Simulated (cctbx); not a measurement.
# Solving a structure by charge flipping

Cell a = 5.1450 Å, b = 8.3650 Å, c = 7.5040 Å, α = 90.00°, β = 90.00°, γ = 90.00°; space group Pmmn (no. 59, origin choice 1); content Ir6 Ga12 V4.

Simulated single-crystal data (cctbx): synchrotron X-rays, λ = 0.6889 Å, to d = 0.84 Å, 95 % of the full sphere, strongest reflection 40000 counts, noise from counting, a 2 % proportional error and a noise floor of 8 counts (s.d.); no absorption.

1 earlier start (other random phases, and plain and normalised amplitudes in turn) led nowhere (symmetry correlation 0.83).

Charge flipping in P1 on normalised amplitudes to 0.84 Å, δ = 1 σ, 30 % of the reflections treated as weak, 400 cycles:

```text
cycle      R  skewness
    0  0.613     0.14
   33  0.441     1.63
   66  0.458     2.58
   99  0.452     3.12
  132  0.476     3.46
  165  0.457     3.64
  198  0.460     3.38
  231  0.479     3.35
  264  0.467     3.32
  297  0.472     3.11
  330  0.475     3.44
  363  0.471     3.40
  396  0.467     3.28
origin shift          correlation  skewness
 0.436  0.338  0.459      0.877      3.16
 0.463  0.359  0.121      0.873      4.99
 0.435  0.127  0.465      0.839      2.42
 0.468  0.131  0.127      0.828      3.69
taken: symmetry correlation 0.873, skewness 4.99
peak      x       y       z  mult  height/sigma
Q1    0.0000  0.0000  0.2881    2     15.2
Q2    0.0000  0.2813  0.8380    4     13.7
Q3    0.2395  0.0000  0.9552    4      7.5
Q4    0.0000  0.5000  0.5489    2      3.1
Q5    0.0000  0.3141  0.2353    4      3.0
Q6    0.0000  0.0000  0.6204    2      2.9
Q7    0.2500  0.2500  0.5000    4      2.8
Q8    0.0000  0.2719  0.5665    4      2.2
Q9    0.0000  0.5000  0.2697    2      1.9
Q10   0.2227  0.5000  0.6648    4      1.8
Q11   0.2507  0.0000  0.7747    4      1.7
Q12   0.0000  0.2213  0.0541    4      1.7
```

The origin is taken among those within 0.04 of the best correlation, by the skewness of the map.

It took 0.42 s on 1 thread of Arm Neoverse V2, with other jobs on the host, peak memory 0.07 GiB.

Q: Assign the peaks.

Heights go roughly as Z and multiplicities must add up to the content. First model: Q1 = Ir1 (2 in the cell, height 15.2), Q2 = Ir2 (4 in the cell, height 13.7), Q3 = Ga1 (4 in the cell, height 7.5), Q4 = Ga2 (2 in the cell, height 3.1), Q5 = Ga3 (4 in the cell, height 3.0), Q6 = Ga4 (2 in the cell, height 2.9) and Q7 = V1 (4 in the cell, height 2.8). Against the true structure, Q1 is Ir, Q2 is Ir, Q3 is Ga, Q4 is Ga, Q5 is Ga, Q6 is Ga and Q7 is V; the other peaks are not atoms.

Least squares on F², isotropic:

```text
Rint 0.020, 342 unique reflections to 0.84 A
cycle     R1     wR2    GooF  max shift (A)
   1  0.1505  0.3536  22.861   0.06238
   2  0.0063  0.0148   0.957   0.00000
final R1 0.0063 wR2 0.0148 GooF 0.957  parameters 16  data/parameter 21.4
atom        x        y        z      Ueq    occ   su(xyz)  su(Uiso or U11)
Ir1    0.00000  0.00000  0.28259   0.0138  1.000  0.00003  0.0001
Ir2    0.00000  0.28620  0.84169   0.0110  1.000  0.00002  0.0001
Ga1    0.24171  0.00000  0.96337   0.0192  1.000  0.00010  0.0001
Ga2    0.00000  0.50000  0.55520   0.0172  1.000  0.00009  0.0001
Ga3    0.00000  0.31354  0.23343   0.0176  1.000  0.00007  0.0001
Ga4    0.00000  0.00000  0.62864   0.0197  1.000  0.00009  0.0001
V1     0.25000  0.25000  0.50000   0.0216  1.000  0.00000  0.0002
difference map: max 0.49 min -0.50 rms 0.13
Q1    0.1849  0.0000  0.1370    4    0.51  1.34 A from Ga1
Q2    0.0000  0.2414  0.0011    4    0.47  1.25 A from Ir2
Q3    0.0000  0.4195  0.7163    4    0.44  1.38 A from Ga2
Q4    0.1921  0.3061  0.6459    8    0.43  1.23 A from V1
Q5    0.0000  0.1269  0.7819    4    0.42  1.41 A from Ir2
```

Anisotropic refinement:

```text
Rint 0.020, 342 unique reflections to 0.84 A
cycle     R1     wR2    GooF  max shift (A)
   1  0.0063  0.0149   0.991   0.00007
   2  0.0061  0.0145   0.970   0.00000
final R1 0.0061 wR2 0.0145 GooF 0.970  parameters 36  data/parameter 9.5
atom        x        y        z      Ueq    occ   su(xyz)  su(Uiso or U11)
Ir1    0.00000  0.00000  0.28259   0.0138  1.000  0.00003  0.0001
Ir2    0.00000  0.28620  0.84169   0.0110  1.000  0.00002  0.0001
Ga1    0.24170  0.00000  0.96337   0.0192  1.000  0.00010  0.0003
Ga2    0.00000  0.50000  0.55519   0.0172  1.000  0.00009  0.0003
Ga3    0.00000  0.31354  0.23342   0.0177  1.000  0.00007  0.0003
Ga4    0.00000  0.00000  0.62864   0.0197  1.000  0.00009  0.0004
V1     0.25000  0.25000  0.50000   0.0216  1.000  0.00000  0.0005
difference map: max 0.49 min -0.52 rms 0.13
Q1    0.1845  0.0000  0.1358    4    0.51  1.33 A from Ga1
Q2    0.0000  0.2411  0.0020    4    0.47  1.26 A from Ir2
Q3    0.1907  0.3043  0.6463    8    0.45  1.23 A from V1
Q4    0.1762  0.1060  0.0332    8    0.43  1.08 A from Ga1
Q5    0.1754  0.1689  0.4819    8    0.43  0.79 A from V1
Q6    0.0000  0.4201  0.7173    4    0.43  1.39 A from Ga2
```

**Reading.** The refinement ends at R1 = 0.0061, wR2 = 0.0145, GooF = 0.97, with difference density between -0.52 and 0.49 e/Å³. Every site matches the true model in element, within 0.001 Å r.m.s., up to an allowed shift of origin.

True model:

```
atom  mult.       x       y       z  Ueq (Å²)
 Ir1      2       0       0  0.7174    0.0139
 Ir2      4       0  0.2862  0.1583    0.0110
 Ga1      4  0.7582       0  0.0367    0.0192
 Ga2      2     1/2       0  0.5552    0.0171
 Ga3      2       0       0  0.3714    0.0197
 Ga4      4       0  0.6864  0.7666    0.0177
  V1      4     3/4     3/4     1/2    0.0213
```

This is a model crystal, built by substitution and not relaxed, with assumed displacement parameters.

[Middle refinement cycles are left out of these outputs.]

[Logs are printed without paths, hosts, clocks, repeated set-up lines and the standing remarks that a program may print on its own settings, such as how far it seeks lower states.]
